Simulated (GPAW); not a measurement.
TaO2 (P4_2/mnm), O K edge of atom 3, with 1 Ta at 2.02 Å and 2 Ta at 2.09 Å (distorted trigonal planar, site symmetry m2m). Method: GPAW, LDA, excited-electron core hole (neutral cell), 24-atom cell with 7.1 Å between holes, 6×6×6 k points, dipole transitions, Gaussian full width 0.9 eV up to 4 eV, rising linearly to 3.5 eV at 25 eV, without spin-orbit coupling.

```
Ta O
1.0
     5.00715    0.00000    0.00000
     0.00000    5.00715    0.00000
     0.00000    0.00000    2.87610
Ta O
2 4
Direct
  0.50000 0.50000 0.00000
  0.00000 0.00000 0.50000
  0.78528 0.78528 0.00000
  0.21472 0.21472 0.00000
  0.28528 0.71472 0.50000
  0.71472 0.28528 0.50000
```

Energy from the lowest empty level; a common scale on which the isotropic spectrum has a mean of 1 over the first 20 eV.

```tsv
E (eV)	curve 1	curve 2
-2.0	0.00	0.00
-1.5	0.00	0.00
-1.0	0.00	0.00
-0.5	0.09	0.07
0.0	0.51	0.39
0.5	0.98	0.70
1.0	1.44	0.89
1.5	1.56	0.97
2.0	0.98	0.86
2.5	0.59	0.66
3.0	0.38	0.74
3.5	0.37	1.50
4.0	0.63	2.59
4.5	1.28	3.20
5.0	1.80	3.10
5.5	1.88	2.02
6.0	2.12	1.22
6.5	2.49	1.05
7.0	2.44	0.97
7.5	2.04	0.95
8.0	1.58	0.90
8.5	1.35	0.83
9.0	1.29	0.79
9.5	1.24	0.81
10.0	1.21	0.96
10.5	1.16	1.26
11.0	1.03	1.57
11.5	0.84	1.66
12.0	0.66	1.50
12.5	0.56	1.21
13.0	0.52	0.91
13.5	0.50	0.67
14.0	0.48	0.50
14.5	0.43	0.40
15.0	0.39	0.35
15.5	0.36	0.32
16.0	0.35	0.31
16.5	0.37	0.31
17.0	0.41	0.33
17.5	0.48	0.38
18.0	0.57	0.47
18.5	0.66	0.58
19.0	0.72	0.69
19.5	0.76	0.77
20.0	0.76	0.80
20.5	0.74	0.77
21.0	0.71	0.70
21.5	0.67	0.61
22.0	0.64	0.51
22.5	0.62	0.42
23.0	0.60	0.36
23.5	0.59	0.34
24.0	0.58	0.34
24.5	0.58	0.38
25.0	0.58	0.43
25.5	0.60	0.52
26.0	0.64	0.62
26.5	0.70	0.73
27.0	0.77	0.85
27.5	0.84	0.97
28.0	0.91	1.08
28.5	0.98	1.18
29.0	1.05	1.25
29.5	1.13	1.30
30.0	1.21	1.34
30.5	1.31	1.38
31.0	1.41	1.41
31.5	1.50	1.44
32.0	1.54	1.46
```

Question: The curves are for the electric vector along different Cartesian axes of the cell as given, averaged over the symmetry-equivalent atoms. Which is which?

Curve 1: along x (⊥ c) (the other in-plane axis gives the same curve within 3 %), main maxima 1.3 eV (1.63), 6.7 eV (2.53) and 19.8 eV (0.77). Curve 2: along z (c), main maxima 1.4 eV (0.97), 4.7 eV (3.29) and 11.4 eV (1.66). A K edge sees empty p states; the first features are O p mixed into the empty d states of the Ta neighbours, and the broad ones above probably into the cations' higher empty bands. Each direction probes the empty orbitals that point along it. The unit cell's mesh shows no gap over 0.35 eV. That is right for a metallic compound; for a small-gap or correlated insulator it would be the fault of the functional or of the assumed magnetic order, and the hole would be screened too well. Lifetime broadening is put in by hand, and intensities beyond about 20 eV depend on it and on the partial waves; weight that the partial waves miss at high energy is lost.

[Banner, clock and machine lines of the logs are left out without a mark of their own.]

[Logs are printed without paths, hosts, clocks, repeated set-up lines and the standing remarks that a program may print on its own settings, such as how far it seeks lower states.]

[Hosts, paths, dates, database ids (printed as entryN), source tags and the programs' standing remarks are cut or masked in the printed files.]

[Lists of maxima count a maximum above −3 eV only where it reaches 4 % of the highest in the window and stands out from its surroundings by 2 % of it (1.5 % where it reaches 55 %); shoulders and weaker maxima are passed over, and of the rest the first, up to two pre-edge ones and the few strongest are named.]
